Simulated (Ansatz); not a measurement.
**Heat carried by phonons in GaN (P6_3mc)**

How well does the lattice of GaN conduct heat?

Measurements to reproduce:
- thermal conductivity 210 W/m/K near room temperature (given in “Combining the AFLOW GIBBS and Elastic Libraries to efficiently and robustly screen thermo-mechanical properties of solids”, 2017, arXiv:1611.05714)

Program: Ansatz 0.2.0. Level of theory: DFT LDA, scalar-relativistic, plane waves, PAW; PAW set soft_1. Results are calculated unless marked as measured.

The database entry behind the starting cell differs from later determinations by our own check (about 0.3 % short, ideal inner coordinate), so it need not match the best structure at ambient conditions.

### 1. The structure

Symmetry: P6_3mc, No. 186, hexagonal system. Conventional cell: a = 3.180 Å, b = 3.180 Å, c = 5.166 Å, α = 90.00°, β = 90.00°, γ = 120.00°. Nearest to Ga lie 4 N at 1.94 to 1.95 Å. Nearest to N lie 4 Ga at 1.94 to 1.95 Å. Farther neighbours and most contacts between anions are not listed.

### 2. A first coarse run

Before spending time, one coarse run tells the gap and the pressure of the starting cell.

Input file input.yaml:

```yaml
crystal:
  lattice:
    - [3.18, 0.0, 0.0]
    - [-1.59, 2.753960784, 0.0]
    - [0.0, 0.0, 5.166]
  atoms:
    - { symbol: Ga, position: [0.3333333333, 0.6666666667, 0.0] }
    - { symbol: Ga, position: [0.6666666667, 0.3333333333, 0.5] }
    - { symbol: "N", position: [0.3333333333, 0.6666666667, 0.375] }
    - { symbol: "N", position: [0.6666666667, 0.3333333333, 0.875] }
kpoints:
  mp_grid: { grid: [6, 6, 4] }
hamiltonian:
  xc: lda
  pseudopotentials: { kind: paw, azcp: { folder: soft_1 }, xc_functional: pbe }
scf:
  occupations: { method: gaussian, width: 0.1 }
  lower_state_search: "off"
output:
  forces: true
  stress: true
  eigenvalues: true
```

Started as:

```
> ansatz run input.yaml --threads 18 --pin off --max-ram 92160MiB --backend cuda --events-out ev --progress --plain --runs-dir out --max-vram 78GiB
```

Numbers of over 12 decimals in the logs are rounded to 6 here.

What it wrote:

```text
Engine: ansatz 0.2.0, aarch64-unknown-linux-gnu
Pseudopotentials: kind: paw
Pseudopotential: Ga, paw, valence charge 13, recommended cutoff 420 eV (normal), soft_1/Ga.paw.azcp
Pseudopotential: N, paw, valence charge 5, recommended cutoff 420 eV (normal), soft_1/N.paw.azcp
Functional definition: SPW92
  exchange = slater_x
  correlation = pw_c
device memory: the entry about to start is reckoned to put 0.8 GiB on a device that reports 128.9 GiB free (of which the cap on the GPU budget leaves the run 78.0 GiB)
GPU FFT provider: cuFFT
GPU libraries: cuBLAS 13.8.1, cuFFT 12.4.0, cuSOLVER 12.3.2
GPU matrix products: emulated (plane waves: as basis.precision tells), large ones in fixed point in workspaces of 1.00 GiB
Crystal: 4 atoms, lattice volume = 45.242 Å³
Basis set: ecut = 420 eV, 881 PW (Γ)
Bands: 22, of which v1, the nominal top of the filled ones, is band 18 counted from 1 (17 counted from 0)
Symmetry: 12 space group operations
Space group: P63mc (ITA 186), of the structure as read, at distance tolerance 3.6e-5 Å
k-points: 21 of 144 (time reversal used)
Non-local potential: Ga, projectors of the file, l = 0: 2, l = 1: 2, l = 2: 3, l = 3: 1
Non-local potential: N, projectors of the file, l = 0: 2, l = 1: 2, l = 2: 1
PAW form: soft (Blöchl's): semilocal exchange-correlation on the pseudo side does not see the compensation charge
PAW frozen core: Ga, regenerated for the run's functional, and the local potential with it (the file was generated under x = pbe(κ = 0.804, μ = 0.219515), c = pbe(β = 0.066725))
PAW frozen core: N, regenerated for the run's functional, and the local potential with it (the file was generated under x = pbe(κ = 0.804, μ = 0.219515), c = pbe(β = 0.066725))
PAW one-centre angular grid: Ga, 590 points (default); XC on 64 Gauss nodes
PAW one-centre angular grid: N, 110 points (default); XC on 64 Gauss nodes
Initial density: superposition of atomic densities (chi_scale 0.1, normalization cell, long waves kept (reshape's long-wave potential 0.00 eV rms))
Initial wavefunctions: pseudopotential atomic-orbital guess
GPU buffer pool allocated for 20736 grid points (all kernels)
GPU transforms: local potential and band sums: pruned to the plane-wave sphere, on 24×24×36
Functional: x = slater, c = lda
SCF iter   1: F=—  HF=-8165.423855 eV  |F-HF|=—  |Δ(HF+E_count)|=         —  Δρ=1.04e-1  dr2=4.28e0  ethr=3.10e-3  ⟨swp⟩=4.0  Hψ=1810  notcnv=0
preconditioner: auto → Resta (q_TF=auto, 2.626 Å⁻¹)  ε∞=4.8  [insulator: Δε(μ)=2.819 eV  Ē_g=16.904 eV  σ=0.100 eV  W_gap=1.00  n_scr=22 (ndim 8)  ℏωp=33.1 eV  f_vac=0.000  D(μ)=0.00/eV (n_scr^D=0)  ε∞_Penn≈4.8]
SCF iter   2: F=—  HF=-8164.335599 eV  |F-HF|=—  |Δ(HF+E_count)|=    1.09e0  Δρ=4.45e-2  dr2=4.91e-1  ethr=3.10e-3  ⟨swp⟩=2.2  Hψ=902  notcnv=0
SCF iter   3: F=—  HF=-8164.210779 eV  |F-HF|=—  |Δ(HF+E_count)|=   1.25e-1  Δρ=1.69e-2  dr2=9.82e-2  ethr=1.36e-3  ⟨swp⟩=2.0  Hψ=714  notcnv=0
SCF iter   4: F=—  HF=-8164.177784 eV  |F-HF|=—  |Δ(HF+E_count)|=   3.30e-2  Δρ=2.65e-3  dr2=3.95e-3  ethr=2.73e-4  ⟨swp⟩=3.0  Hψ=906  notcnv=0
SCF iter   5: F=—  HF=-8164.176553 eV  |F-HF|=—  |Δ(HF+E_count)|=   1.23e-3  Δρ=2.45e-3  dr2=1.43e-3  ethr=1.10e-5  ⟨swp⟩=2.0  Hψ=836  notcnv=0
SCF iter   6: F=—  HF=-8164.176732 eV  |F-HF|=—  |Δ(HF+E_count)|=   1.79e-4  Δρ=8.32e-4  dr2=2.08e-4  ethr=3.98e-6  ⟨swp⟩=2.0  Hψ=707  notcnv=0
SCF iter   7: F=—  HF=-8164.176609 eV  |F-HF|=—  |Δ(HF+E_count)|=   1.23e-4  Δρ=1.74e-4  dr2=1.20e-5  ethr=5.78e-7  ⟨swp⟩=2.1  Hψ=681  notcnv=0
SCF iter   8: F=—  HF=-8164.176763 eV  |F-HF|=—  |Δ(HF+E_count)|=   1.54e-4  Δρ=2.08e-5  dr2=1.59e-7  ethr=3.34e-8  ⟨swp⟩=2.0  Hψ=752  notcnv=0
SCF iter   9: F=-8164.176763 eV  HF=-8164.176763 eV  |F-HF|=2.27e-10  |Δ(HF+E_count)|=   7.47e-8  Δρ=2.43e-6  dr2=1.96e-9  ethr=2.78e-10  ⟨swp⟩=4.0  Hψ=1628  notcnv=0
SCF 1 converged in 9 iterations: F = -8164.176763 eV  dr2 = 1.96e-9
  greatest PAW one-centre occupation: 0.996 electrons in one spin orbital (limit 2), on the Ga atom at site 0 (counted from 0), in its partial waves of l = 2
SCF converged after 9 iterations
Free energy (F): -8164.176763 eV
Harris-Foulkes:  -8164.176763 eV  (|F-HF|=2.27e-10)
Internal energy: -8164.176763 eV  (E = F + TS)
E sigma→0 (E₀):  -8164.176763 eV
Fermi energy:    10.461445 eV
--- Per-component energies (eV) ---
  E_band       = -20.636553
  E_kinetic    = 481.793510
  E_local      = -2824.030325  (includes V_loc(G=0)·N_el)
  E_nonlocal   = -103.681586
  E_hartree    = 1783.609793
  E_xc         = -242.967036
  E_vxc        = -261.959734  (∫ρ·V_xc dr)
  E_paw        = -4078.692709  (= ΣΔE_a)
  E_vpaw       = -879.980632  (= ΣTr[D̂ρ^β])
  E_aug_tail   = 0.001267  (compensation charges beyond the density's cutoff)
  E_ewald      = -3183.826728
  E_core_change = 3.617051  (= ΣΔE_core)
  E_smearing   = -0.000000  (= −TS)
  E_closure    = -0.000000  (closes the sum)
  Σ components = -8164.176763   (vs F -8164.176763, Δ=0.00e0)
--- Forces (eV/Å), atoms counted from 1 ---
  atom   1  Ga    -0.00000000    -0.00000000    -0.12574674
  atom   2  Ga    -0.00000000     0.00000000    -0.12574674
  atom   3  N      0.00000000     0.00000000     0.12574771
  atom   4  N      0.00000000    -0.00000000     0.12574771
  max |Σ_I F_I| component: 1.94e-6 eV/Å
--- Stress (GPa, compression-positive) ---
       -5.186330       0.000000      -0.000000
        0.000000      -5.186330       0.000000
       -0.000000       0.000000      -3.117431
  P = ⅓ Tr σ = -4.4967 GPa (-44.967 kbar)
--- Band table (eV; the first three rows and the last of 21) ---
  k-point 0: bands = [... 14 lower, 8.3972, 9.4082, 9.4719, 9.4719, 11.4475, 13.6672, 18.5735, 19.2163]
  k-point 1: bands = [... 14 lower, 8.5470, 8.5470, 9.3072, 9.3072, 12.6089, 13.7813, 18.1842, 18.9182]
  k-point 2: bands = [... 14 lower, 8.9200, 8.9200, 8.9200, 8.9200, 13.7026, 13.7026, 17.8467, 17.8467]
  k-point 20: bands = [... 14 lower, 5.1892, 5.1892, 7.9466, 7.9466, 15.8485, 15.8485, 16.6585, 16.6585]
```

Run time: 1.3 s. Hardware: 1 × NVIDIA GB200 with 18 threads of Arm Neoverse V2, shared host; peak memory 1.1 GiB; 1.8 s of CPU time.

A gap read on the k-mesh alone can miss the band edges.

This step gave:

- pressure: -4.497 GPa
- gap on the k-mesh: 1.976 eV
- volume per atom: 11.31 Å³/atom

Force by atom:

```csv
atom,x (eV/Å),y (eV/Å),z (eV/Å),size
Ga1,0.000,0.000,-0.126,0.126
Ga2,0.000,0.000,-0.126,0.126
N3,0.000,0.000,0.126,0.126
N4,0.000,0.000,0.126,0.126
```

The start is under -4.5 GPa at this level and looks like an insulator or semiconductor on this mesh.

### 3. Finding the static equilibrium

The vibrations must be taken about the equilibrium of this functional, not about the starting cell, so the structure is relaxed.

input.yaml, the sections that differ from step 2:

```yaml
kpoints:
  mp_grid: { grid: [12, 12, 6] }
scf:
  occupations: { method: gaussian, width: 0.02 }
  lower_state_search: "off"
relax:
  adjacent_minimum: "off"
  f_tol: 0.005
  max_steps: 80
  cell: { stress_tol: 0.05 }
# crystal, hamiltonian, output: as in step 2
```

What it wrote:

```text
[...]
Crystal: 4 atoms, lattice volume = 45.242 Å³
Basis set: ecut = 420 eV, 881 PW (Γ)
Bands: 22, of which v1, the nominal top of the filled ones, is band 18 counted from 1 (17 counted from 0)
Symmetry: 12 space group operations
[...]
k-points: 76 of 864 (time reversal used)
[...]
SCF iter   1: F=—  HF=-8165.425855 eV  |F-HF|=—  |Δ(HF+E_count)|=         —  Δρ=1.04e-1  dr2=4.28e0  ethr=3.10e-3  ⟨swp⟩=4.3  Hψ=6718  notcnv=0
[...]
SCF iter   2: F=—  HF=-8164.339873 eV  |F-HF|=—  |Δ(HF+E_count)|=    1.09e0  Δρ=4.45e-2  dr2=4.90e-1  ethr=3.10e-3  ⟨swp⟩=2.1  Hψ=3370  notcnv=0
[...]
SCF iter   9: F=-8164.181534 eV  HF=-8164.181534 eV  |F-HF|=8.00e-11  |Δ(HF+E_count)|=   3.82e-8  Δρ=1.61e-6  dr2=9.99e-10  ethr=2.20e-10  ⟨swp⟩=1.9  Hψ=5685  notcnv=0
SCF 1 converged in 9 iterations: F = -8164.181534 eV  dr2 = 9.99e-10
[...]
relax step   1: F+E_penalty+E_count = -8164.18153433 eV  Δ(F+E_penalty+E_count) = +0.000e0 eV  max|allowed force component| = 1.258e-1 eV/Å  Δτ_max = 0.0000 Å  P = -4.473 GPa  Ω = 45.242 Å³  (9 SCF iters, dr2 threshold 1.00e-7 eV, accepted)
[...]
Crystal: 4 atoms, lattice volume = 44.617 Å³
Basis set: ecut = 420 eV, 869 PW (Γ)
[...]
iter 1 solved again at ethr=9.52e-6 eV; its pass at ethr=3.10e-3 eV (dr2=3.43e-3 eV) is discarded
[...]
SCF iter   2: F=—  HF=-8164.196225 eV  |F-HF|=—  |Δ(HF+E_count)|=   1.01e-3  Δρ=6.26e-4  dr2=1.74e-4  ethr=9.52e-6  ⟨swp⟩=2.0  Hψ=2417  notcnv=0
[...]
SCF iter   5: F=-8164.196286 eV  HF=-8164.196286 eV  |F-HF|=5.95e-8  |Δ(HF+E_count)|=   5.60e-7  Δρ=3.99e-5  dr2=3.52e-7  ethr=1.11e-9  ⟨swp⟩=5.1  Hψ=7646  notcnv=0
SCF 2 converged in 5 iterations: F = -8164.196286 eV  dr2 = 3.52e-7
relax step   2: F+E_penalty+E_count = -8164.19628617 eV  Δ(F+E_penalty+E_count) = -1.475e-2 eV  max|allowed force component| = 9.264e-2 eV/Å  Δτ_max = 0.0002 Å  P = -1.823 GPa  Ω = 44.617 Å³  energy of the carried Pulay correction = +1.463e-3 eV  (5 SCF iters, dr2 threshold 4.00e-7 eV, accepted)
[...]
Crystal: 4 atoms, lattice volume = 44.186 Å³
[...]
SCF 3 converged in 5 iterations: F = -8164.200194 eV  dr2 = 2.60e-7
[...]
SCF 4 converged in 3 iterations: F = -8164.200235 eV  dr2 = 1.21e-7
[...]
SCF 5 converged in 4 iterations: F = -8164.200232 eV  dr2 = 1.97e-8
[...]
SCF 6 converged in 6 iterations: F = -8164.198056 eV  dr2 = 1.34e-11
[...]
SCF 7 converged in 4 iterations: F = -8164.198098 eV  dr2 = 8.90e-10
[...]
SCF iter   1: F=—  HF=-8164.198047 eV  |F-HF|=—  |Δ(HF+E_count)|=         —  Δρ=2.82e-6  dr2=1.25e-9  ethr=1.68e-8  ⟨swp⟩=3.0  Hψ=12082  notcnv=0
[...]
SCF iter   2: F=—  HF=-8164.198047 eV  |F-HF|=—  |Δ(HF+E_count)|=   1.54e-9  Δρ=1.93e-6  dr2=6.32e-10  ethr=3.48e-12  ⟨swp⟩=2.1  Hψ=3084  notcnv=0
[...]
SCF iter   4: F=-8164.198047 eV  HF=-8164.198047 eV  |F-HF|=1.27e-11  |Δ(HF+E_count)|=  2.82e-11  Δρ=4.39e-7  dr2=3.08e-11  ethr=1.00e-12  ⟨swp⟩=3.0  Hψ=6031  notcnv=0
SCF 8 converged in 4 iterations: F = -8164.198047 eV  dr2 = 3.08e-11
relax step   8: F+E_penalty+E_count = -8164.19804674 eV  Δ(F+E_penalty+E_count) = +5.120e-5 eV  max|allowed force component| = 2.013e-5 eV/Å  Δτ_max = 0.0000 Å  P = -0.002 GPa  Ω = 44.200 Å³  stress off target by 2.63e-3 GPa  SCF on the basis re-selected at this cell (its energy is not comparable with the rows above)  (4 SCF iters)
basis re-selected at this cell: Δ(F+E_penalty+E_count) = +5.120e-5 eV, ΔP = -0.001 GPa vs the last step (what re-selecting the basis moved, of the pressure what is left beyond the Pulay correction that the steps carried, after the strain that the cell walked since its last selection, with what the two solves' SCF thresholds leave and, on support functions, any second-order correction that the steps lacked; it is no m [...]
SCF converged after 4 iterations
Free energy (F): -8164.198047 eV
[...]
Internal energy: -8164.198047 eV  (E = F + TS)
E sigma→0 (E₀):  -8164.198047 eV
Fermi energy:    10.895018 eV
[...]
--- Forces (eV/Å), atoms counted from 1 ---
  atom   1  Ga     0.00000000    -0.00000000    -0.00002114
  atom   2  Ga     0.00000000     0.00000000    -0.00002114
  atom   3  N     -0.00000000    -0.00000000     0.00001913
  atom   4  N     -0.00000000     0.00000000     0.00001913
  max |Σ_I F_I| component: 4.01e-6 eV/Å
--- Stress (GPa, compression-positive) ---
       -0.002625       0.000000       0.000000
       -0.000000      -0.002625       0.000000
        0.000000       0.000000       0.000553
  P = ⅓ Tr σ = -0.0016 GPa (-0.016 kbar)
--- Band table (eV; the first three rows and the last of 76) ---
  k-point 0: bands = [... 14 lower, 8.7434, 9.7748, 9.8278, 9.8278, 11.9621, 14.2038, 19.0454, 19.7429]
  k-point 1: bands = [... 14 lower, 8.8127, 8.9829, 9.7516, 9.7516, 12.6105, 14.2604, 18.8514, 19.7757]
  k-point 2: bands = [... 14 lower, 9.0042, 9.0042, 9.5466, 9.5466, 13.5878, 14.3578, 18.4439, 18.8542]
  k-point 75: bands = [... 14 lower, 5.4096, 5.4096, 8.2630, 8.2630, 16.3163, 16.3163, 17.0845, 17.0845]
--- Relaxed structure (6 steps of the walk, 6 accepted, 2 SCFs on fresh bases) ---
  F+E_penalty+E_count = -8164.19804674 eV   max|allowed force component| = 2.013e-5 eV/Å   (the final SCF, on the basis selected at the relaxed cell)
  cell:  # Å, volume = 44.2004 Å³
    - [3.151650, 5.245850053601413e-19, -5.842759195890336e-18]
    - [-1.575825, 2.729409, 2.9213795979451715e-18]
    - [-9.491727674892647e-18, 0, 5.138303]
  atoms:
    - { symbol: Ga, position: [0.333333, 0.666667, -0.000699069] }
    - { symbol: Ga, position: [0.666667, 0.333333, 0.499301] }
    - { symbol: N, position: [0.333333, 0.666667, 0.375699] }
    - { symbol: N, position: [0.666667, 0.333333, 0.875699] }
```

The job ended after 9 s (1 × NVIDIA GB200 with 18 threads; peak memory 1.1 GiB; 26 s of CPU time).

Step by step:

```csv
step,energy less that of the first step (eV),largest force component (eV/Å),pressure (GPa),volume (Å³)
1,0.0000,0.1258,-4.47,45.24
2,-0.0148,0.0926,-1.82,44.62
3,-0.0187,0.0344,0.13,44.19
4,-0.0187,0.0176,0.06,44.20
5,-0.0187,0.0003,0.00,44.22
6,-0.0165,0.0002,-0.07,44.22
7,-0.0166,0.0000,0.00,44.20
8*,-0.0165,0.0000,0.00,44.20
```

Relaxation steps marked * repeat the geometry before them on a plane-wave basis chosen anew for their cell, so energy and pressure can jump there. The log counts 2 steps on a newly chosen plane-wave basis, not all of them marked here; energy and pressure can jump at such steps.

The run keeps the 12 symmetry operations that it works with, so distortions that break them were not tested.

```csv
"conventional cell, symmetrised",before,after,change
a (Å),3.180,3.152,-0.9 %
b (Å),3.180,3.152,-0.9 %
c (Å),5.166,5.138,-0.5 %
volume (Å³/atom),11.31,11.05,-2.3 %
```

The relaxed structure:

```cif
data_structure
_symmetry_space_group_name_H-M 'P 1'
_symmetry_Int_Tables_number 1
_cell_length_a 3.1516
_cell_length_b 3.1516
_cell_length_c 5.1383
_cell_angle_alpha 90.000
_cell_angle_beta 90.000
_cell_angle_gamma 120.000
_cell_volume 44.20
loop_
_atom_site_label
_atom_site_type_symbol
_atom_site_fract_x
_atom_site_fract_y
_atom_site_fract_z
_atom_site_occupancy
Ga1 Ga 0.33333 0.66667 0.99930 1
Ga2 Ga 0.66667 0.33333 0.49930 1
N3 N 0.33333 0.66667 0.37570 1
N4 N 0.66667 0.33333 0.87570 1
```

Numbers from this step:

| Item | Value |
| --- | --- |
| pressure | -0.001566 GPa |
| gap on the k-mesh | 2.134 eV |
| volume per atom | 11.05 Å³/atom |

The relaxation ends with a largest force component of 2.0e-5 eV/Å and a pressure of 0.00 GPa.

### 4. Relaxing to small residual forces and stress

The relaxation is repeated with tighter thresholds on force and stress, since phonons are sensitive to what is left; a change of mesh or smearing in the input moves the cell too.

input.yaml, the sections that differ from step 3:

```yaml
crystal:
  lattice:
    - [3.15164975, 0.0, 0.0]
    - [-1.575824875, 2.7294087473, 0.0]
    - [0.0, 0.0, 5.1383029334]
  atoms:
    - { symbol: Ga, position: [0.3333333333, 0.6666666667, -0.0006990692] }
    - { symbol: Ga, position: [0.6666666667, 0.3333333333, 0.4993009308] }
    - { symbol: "N", position: [0.3333333333, 0.6666666667, 0.3756990692] }
    - { symbol: "N", position: [0.6666666667, 0.3333333333, 0.8756990692] }
scf:
  occupations: { method: fixed }
  lower_state_search: "off"
relax:
  adjacent_minimum: "off"
  f_tol: 0.001
  max_steps: 60
  cell: { stress_tol: 0.01 }
# kpoints, hamiltonian, output: as in step 3
```

What it wrote:

```text
[...]
GPU FFT provider: cuFFT
GPU libraries: cuBLAS 13.8.1, cuFFT 12.4.0, cuSOLVER 12.3.2
[...]
Crystal: 4 atoms, lattice volume = 44.200 Å³
Basis set: ecut = 420 eV, 845 PW (Γ)
Bands: 22, of which v1, the nominal top of the filled ones, is band 18 counted from 1 (17 counted from 0)
Symmetry: 12 space group operations
[...]
--- Relaxed structure (1 steps of the walk, 1 accepted, 1 SCFs on fresh bases) ---
[...]
cell:  # Å, volume = 44.2004 Å³
    - [3.151650, 0.0, 0.0]
    - [-1.575825, 2.729409, 0.0]
    - [0.0, 0.0, 5.1383029334]
  atoms:
    - { symbol: Ga, position: [0.333333, 0.666667, -0.000699069] }
    - { symbol: Ga, position: [0.666667, 0.333333, 0.499301] }
    - { symbol: N, position: [0.333333, 0.666667, 0.375699] }
    - { symbol: N, position: [0.666667, 0.333333, 0.8756990692] }
[key lines of the parts left out:]
SCF converged after 5 iterations
Free energy (F): -8164.198047 eV
Fermi energy:    9.827782 eV
P = ⅓ Tr σ = -0.0016 GPa (-0.016 kbar)
```

Elapsed: 2.9 s, on 1 × NVIDIA GB200 with 18 threads; peak memory 1 GiB.

Little changed from the start: no atom moved by 0.005 Å and no cell edge by 0.1 %.

This step gave:

```
pressure : -0.001564 GPa
```

The residual pressure is -0.0016 GPa, small enough for phonons.

### 5. A faulty attempt

This input was changed on purpose, to see how the program answers.

input.yaml, the sections that differ from step 4:

```yaml
kpoints:
  mp_grid: { grid: [9, 9, 6] }
scf:
  occupations: { method: fixed }
  lower_state_search: "off"
  max_iter: 80
output:
  eigenvalues: true
phonons:
  supercell: [3, 3, 2]
  dielectric: false
  lattice_thermal_conductivity:
    qmesh: [11, 11, 7]
    temperatures: [300]
    isotope_mass_variance:
      - { species: Ga, variance: 0.0001971 }
      - { species: "N", variance: 1.838e-05 }
# crystal, hamiltonian: as in step 4
# relax: removed
```

What it wrote:

```text
Error: invalid value for `phonons.lattice_thermal_conductivity`: set without third_order — the Boltzmann solve scatters phonons through the third-order force constants, which that block's batch computes; add phonons.third_order (supercell and pair_cutoff), or remove lattice_thermal_conductivity
```

It took 0.03 s on 18 threads; peak memory 0.035 GiB.

The program refused the input before any cycle.

The program's message: “Error: invalid value for `phonons.lattice_thermal_conductivity`: set without third_order — the Boltzmann solve scatters phonons through the third-order force constants, which that block's batch comput …”

The fault put into the input: a conductivity without third-order constants.

[end of part 1 of 2]

[Logs are printed without paths, hosts, clocks, repeated set-up lines and the standing remarks that a program may print on its own settings, such as how far it seeks lower states.]

[Hosts, paths, dates, database ids (printed as entryN), source tags and the programs' standing remarks are cut or masked in the printed files.]

[A step with changed settings may run another functional than the one named; its input shows which.]
